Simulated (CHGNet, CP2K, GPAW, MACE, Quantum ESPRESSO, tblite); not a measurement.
## Twisted graphene double bilayer, 21.79° (56 atoms) in tblite

Wanted: tblite inputs and outputs for twisted graphene double bilayer, 21.79° (56 atoms), checked against a plane-wave reference.

Calculated with tblite 0.8.0; the method is named at each step.

### Step 1. The structure

The cell holds 56 atoms: 56 C. Cell: a = 6.508 Å, b = 6.509 Å, c = 24.080 Å, α = 90.0°, β = 90.0°, γ = 120.0°. It derives from C (graphene). Graphene (a = 2.46 Å) under graphene (a = 2.46 Å), double bilayer, commensurate cell of 7 unit cells a layer, twist 21.79 deg; facing planes 3.44, 3.32, 3.32 Å apart as built; 14 Å of vacuum; minimised with a classical potential. Then every atom was moved at random, 0.05 Å r.m.s. a Cartesian component. Regions: layer 1, 14 atoms (14 C); layer 2, 14 atoms (14 C); layer 3, 14 atoms (14 C); layer 4, 14 atoms (14 C). Vacuum lies along c.

The yardstick, on the same geometry:

- method: Kohn-Sham DFT, PBE, SSSP efficiency 1.3.0 pseudopotentials, plane waves (Quantum ESPRESSO 7.5); sssp-pbe-1.3.0-efficiency, cutoffs 45/360 Ry, Γ point
- r.m.s. force component: 3.162 eV/Å
- longest force: 12.79 eV/Å
- time: 80 s on 4 MPI ranks of Arm Neoverse V1, shared host
- CPU time: 5.4 min

### Step 2. GFN1-xTB

Method: GFN1-xTB tight binding, diagonalisation.

run.py reads:

```python
import numpy as np
from ase.io import read
from tblite.ase import TBLite

atoms = read("structure.xyz")
atoms.calc = TBLite(method="GFN1-xTB", electronic_temperature=580, accuracy=1.0, max_iterations=250, mixer_damping=0.1, verbosity=1)
energy = atoms.get_potential_energy()
forces = atoms.get_forces()
print(f"energy {energy:.6f} eV")
print("forces (eV/A)")
for i, (a, f) in enumerate(zip(atoms, forces)):
    print(f"{i:4d} {a.symbol:2s} {f[0]:10.5f} {f[1]:10.5f} {f[2]:10.5f}")
print("charges (e)")
print(np.array2string(atoms.get_charges(), precision=4, suppress_small=True, max_line_width=110, threshold=100000))
```

structure.xyz reads:

```xyz
56
Lattice="6.50850 0.00000 0.00000 -3.25425 5.63653 0.00000 0.00000 0.00000 24.08000" Properties=species:S:1:pos:R:3 pbc="T T T"
C 0.46718 1.33090 6.95190
C 1.44215 0.33988 6.86810
C -0.07416 3.77586 6.99909
C 0.88473 2.69826 7.01523
C 2.82697 0.52499 7.04725
C 0.48518 5.06019 6.98464
C 2.34589 2.93590 7.03786
C 3.17185 1.90109 6.94780
C 1.80868 5.41845 6.97670
C 2.76211 4.37863 7.02582
C 4.66012 2.12999 7.03834
C 5.63916 1.00973 7.02582
C -2.32545 4.57962 6.94708
C -1.35074 3.42639 6.97188
C 0.85043 2.63615 10.33634
C 1.89820 1.57642 10.39750
C 0.51541 5.13060 10.48636
C 1.42949 4.08677 10.32550
C 3.25578 1.95864 10.40449
C 4.25347 0.75468 10.42014
C 2.82378 4.28478 10.36283
C 3.65114 3.23413 10.47769
C 5.57791 1.13508 10.35777
C 3.25005 5.63106 10.35368
C -1.43997 3.44995 10.42255
C -0.42553 2.46068 10.40256
C 1.46191 0.27918 10.36788
C -0.95310 4.87830 10.39052
C -0.50753 5.03150 13.80699
C 0.01608 3.69948 13.83203
C 0.90514 1.06485 13.70730
C -1.84610 5.38802 13.78122
C 1.42058 3.57925 13.64012
C 1.87549 2.04133 13.68876
C 5.09866 0.26306 13.72729
C 2.44140 4.55364 13.74510
C 3.20475 1.86000 13.80266
C 3.71482 0.53000 13.67672
C 3.68349 4.35636 13.76028
C 4.21562 2.94745 13.77087
C -0.88971 2.64770 13.72849
C -0.49897 1.31664 13.78773
C 3.71678 0.46101 17.06790
C 0.91643 4.79765 17.10788
C 1.86924 2.11178 17.09415
C 2.29786 0.79515 17.13364
C 2.33053 4.62663 17.05635
C 2.89121 3.14225 17.17578
C -0.43711 1.27656 17.17386
C 0.04097 0.01854 17.14640
C 4.10742 2.85857 17.12425
C 4.62361 1.62574 17.10619
C -1.92655 5.32477 17.09222
C -1.40655 4.03102 17.10788
C -0.04442 3.73234 17.09921
C 0.51121 2.42061 17.15917
```

On the command line:

```bash
OMP_NUM_THREADS=1 python run.py > output.txt
```

The log of the run:

```text
------------------------------------------------------------
  cycle        total energy    energy error   density error
------------------------------------------------------------
      1     -119.0365231708  -1.2120906E+02   9.1980945E-01
      2     -119.0383192279  -1.7960571E-03   8.2773605E-01
      3     -119.0339974954   4.3217325E-03   2.4356587E-02
      4     -119.0391337760  -5.1362806E-03   1.1228787E-02
      5     -119.0402004352  -1.0666592E-03   2.1464377E-03
      6     -119.0402568789  -5.6443715E-05   2.2650746E-04
      7     -119.0402571225  -2.4353230E-07   1.3559099E-04
      8     -119.0402572959  -1.7343247E-07   2.7667172E-05
      9     -119.0402572994  -3.5308148E-09   1.3087118E-05
------------------------------------------------------------
 total:                                   0.562 sec
energy -3239.250394 eV
forces (eV/A)
   0 C     1.29969    1.62447    0.18742
   1 C    -0.60064   -4.23039    1.39961
   2 C     5.90026   -1.17820    0.07499
   3 C     1.45999   -0.00339   -0.11712
   4 C    -1.19082    0.62299   -1.70621
   5 C    -2.78992    2.31555    0.44096
   6 C    -4.37404    4.59791   -0.39268
   7 C     6.38367   -2.52839    1.26951
   8 C     2.26224   -3.39807    0.47691
   9 C     1.80702   -3.59458   -0.65793
  10 C    -0.61269   -1.35461   -0.60477
  11 C    -3.69390    4.30563   -0.40731
  12 C     0.32083    0.32620   -0.04354
  13 C    -6.17067    2.49520    0.19401
  14 C     9.23530    3.54061    0.18046
  15 C    -1.53535    3.54890   -0.53390
  16 C    -2.57345   -2.29628   -1.51731
  17 C    -1.75109   -4.12090    0.87166
  18 C    -0.12882   -6.36960    0.41792
  19 C    -2.67114    6.13884    0.07193
  20 C    -2.83460    3.38054    0.01948
  21 C     5.01593   -0.12637   -0.84881
  22 C     2.19060   -3.33428    0.36439
  23 C     1.69189    2.10173    0.03772
[...]
48 C    -1.48790    6.00553   -0.50971
  49 C    -4.26111   -2.21184   -0.44078
  50 C     9.92633    3.72972   -0.17793
  51 C     2.63155   -6.43418    0.21605
  52 C     5.69707    1.12295    0.43397
  53 C    -1.70984   -2.70344    0.00187
  54 C     1.78505   -0.05343    0.30255
  55 C    -2.88768   -1.46211   -0.32403
charges (e)
[ 0.0088 -0.0022  0.0142 -0.015  -0.0039  0.0084 -0.0026  0.0097  0.016  -0.0093 -0.02    0.0082 -0.0224
  0.0101 -0.0076 -0.0005  0.0042 -0.0112 -0.0084  0.0004  0.0136  0.0205 -0.0029 -0.0163 -0.0123  0.0205
  0.0077 -0.0077 -0.0046  0.0089  0.0022  0.0017 -0.021  -0.0044 -0.0041  0.0192  0.0061 -0.0067  0.0079
 -0.018   0.0091  0.0037 -0.0064  0.0075  0.0031 -0.0093 -0.0209 -0.003  -0.0073  0.0225  0.0202 -0.0048
  0.0064 -0.0089  0.0052 -0.0042]
```

Wall time 1.4 s (1 thread of Arm Neoverse V1, shared host); peak memory 0.1 GiB.

Banners, paths, timers and routine set-up lines are dropped from the logs unmarked, and long logs keep their key lines alone; longer cuts are marked.

Against the reference:

| Quantity | Value |
| --- | --- |
| r.m.s. force component | 3.086 eV/Å |
| r.m.s. difference of force components | 189.9 meV/Å |
| longest difference of force vectors | 551 meV/Å |
| force difference over r.m.s. force | 6.006 % |
| slope of forces against the reference's | 0.9746 |
| correlation of force components | 0.9984 |

The surroundings of C48, which bears the longest force, nearest first, numbered as they follow in the input and with coordinates relative to it.

```csv
atom,x,y,z,distance (Å),bonds,Mulliken charge (e),Fx,Fy,Fz (eV/Å)
C48,0.00,0.00,0.00,0.00,3,0.00,-11.87,4.91,-1.16
C51,1.22,-0.28,-0.05,1.25,3,0.02,9.93,3.73,-0.18
C45,-1.02,-1.03,-0.08,1.45,3,0.00,0.95,1.60,0.91
C47,-0.56,1.48,-0.12,1.59,3,-0.02,0.50,-4.79,1.29
C52,1.73,-1.52,-0.07,2.30,3,0.00,2.63,-6.43,0.22
C54,2.21,0.89,-0.07,2.38,3,-0.01,-1.71,-2.70,0.00
C46,-0.59,-2.35,-0.04,2.42,3,-0.01,0.80,-2.72,-0.69
C56,-2.38,-0.72,-0.02,2.49,3,0.00,-2.89,-1.46,-0.32
C50,0.40,2.51,-0.03,2.55,3,0.02,-4.26,-2.21,-0.44
C44,-1.97,1.66,-0.07,2.58,3,0.01,1.11,-0.71,-0.51
```

Atoms are counted from 1 here, from 0 in the log.

Forces lie 6.0 % from the reference's, at 0.0044 times its CPU time (on 1 against 4 cores).

### Step 3. GFN2-xTB

Method: GFN2-xTB tight binding, diagonalisation.

run.py, as its differences from that of step 2:

```diff
@@ -5,3 +5,3 @@
 atoms = read("structure.xyz")
-atoms.calc = TBLite(method="GFN1-xTB", electronic_temperature=580, accuracy=1.0, max_iterations=250, mixer_damping=0.1, verbosity=1)
+atoms.calc = TBLite(method="GFN2-xTB", electronic_temperature=580, accuracy=1.0, max_iterations=250, mixer_damping=0.1, verbosity=1)
 energy = atoms.get_potential_energy()
```

structure.xyz is that of step 2.

The log of the run:

```text
------------------------------------------------------------
  cycle        total energy    energy error   density error
------------------------------------------------------------
      1     -120.7097953727  -1.2326384E+02   1.5514540E-01
      2     -120.7133568198  -3.5614471E-03   1.3950074E-01
      3     -120.7003768997   1.2979920E-02   1.6048509E-02
      4     -120.7158109355  -1.5434036E-02   2.2409440E-03
      5     -120.7158979855  -8.7049975E-05   1.6094112E-03
      6     -120.7159301972  -3.2211730E-05   1.0078669E-03
      7     -120.7159313537  -1.1565443E-06   2.2455339E-04
      8     -120.7159329224  -1.5686355E-06   8.4392228E-05
      9     -120.7159332730  -3.5058432E-07   2.7104614E-05
     10     -120.7159332789  -5.9029475E-09   1.7167774E-05
------------------------------------------------------------
 total:                                   3.238 sec
energy -3284.847860 eV
forces (eV/A)
   0 C     1.26109    1.58229    0.21478
   1 C    -0.58898   -4.15191    1.46578
   2 C     5.79288   -1.08421    0.08851
   3 C     1.43959    0.01605   -0.11525
   4 C    -1.13194    0.61396   -1.74184
   5 C    -2.72699    2.24104    0.46508
[...]
53 C    -1.68740   -2.71071    0.00074
  54 C     1.80301   -0.04726    0.29241
  55 C    -2.86441   -1.41782   -0.34958
charges (e)
[ 0.009  -0.0048  0.0149 -0.0142 -0.0017  0.0091 -0.0011  0.0067  0.0168 -0.0101 -0.0181  0.0079 -0.0229
  0.0086 -0.0068 -0.0006  0.0048 -0.0124 -0.007  -0.0004  0.0134  0.021  -0.0025 -0.0173 -0.0121  0.0214
  0.0072 -0.0087 -0.0049  0.0084  0.0032  0.002  -0.0203 -0.005  -0.0038  0.0183  0.0055 -0.0077  0.0088
 -0.018   0.0097  0.0036 -0.0069  0.0066  0.0037 -0.0101 -0.0201 -0.0036 -0.0081  0.0223  0.0206 -0.0052
  0.0074 -0.0076  0.0057 -0.0046]
```

Wall time 4.1 s (1 thread); peak memory 0.1 GiB.

Compared with the plane-wave run:

- r.m.s. force component: 3.046 eV/Å
- r.m.s. difference of force components: 203.9 meV/Å
- longest difference of force vectors: 567.5 meV/Å
- force difference over r.m.s. force: 6.45 %
- slope of forces against the reference's: 0.9619
- correlation of force components: 0.9985

Against the first run (6.0 %), the force difference from the reference is 6.4 %, at 2.9 times the CPU time.

### Step 4. The ladder

Differences are against the plane-wave reference, forces as r.m.s. over components; share is that over the reference's r.m.s. force, slope the least-squares factor from reference forces to these. Total energies of different programs have different zeros and aren't compared.

```csv
run,"Δ force, r.m.s. (meV/Å)",share (%),slope,cores,CPU time,memory (GiB)
reference,-,-,-,4,5.4 min,1.6
tblite GFN1-xTB,190,6.01,0.975,1,1.4 s,0.1
tblite GFN2-xTB,204,6.45,0.962,1,4.1 s,0.1
```

CPU time is summed over cores on a shared host, where runs went side by side, so it is rough. Symmetry, cutoffs, thresholds, outputs and thread counts weren't matched or tuned between programs; memory under MPI is the largest rank's times the ranks.

### Step 5. Outcome

| Quantity | Value |
| --- | --- |
| nearest in forces | tblite GFN1-xTB, 6.0 % |
| its CPU time | 1.4 s |

What this shows: Tight binding differs by 6.0 % (tblite GFN1-xTB) to 6.4 % (tblite GFN2-xTB); it is another model, with fitted parameters of its own, and the xTB methods hold dispersion. Of the electronic-structure runs that take under half the reference's CPU time, tblite GFN1-xTB comes nearest, at 6.0 % in 1.4 s against 5.4 min. Periodic xTB results under one method name differ between programs and library versions. The cell is under 6 Å thick along two periodic directions, so every atom has periodic images of itself close by, which move with it and show among its neighbours and in g(r). The reference's PBE has no dispersion term, which matters for the binding between molecules or layers. One k-point is far too coarse for the carbon or group-IV sheet, and it can put spurious forces of up to about 1 eV/Å on the sheet's atoms. The electronic-structure runs sample only Γ, in a cell whose shortest periodic width is 6 Å.

[Also dropped from logs without a mark: logging warnings of Python, and SIESTA's first energy breakdown and zero terms.]

[Logs are printed without paths, hosts, clocks, repeated set-up lines and the standing remarks that a program may print on its own settings, such as how far it seeks lower states.]

[Hosts, paths, dates, database ids (printed as entryN), source tags and the programs' standing remarks are cut or masked in the printed files.]
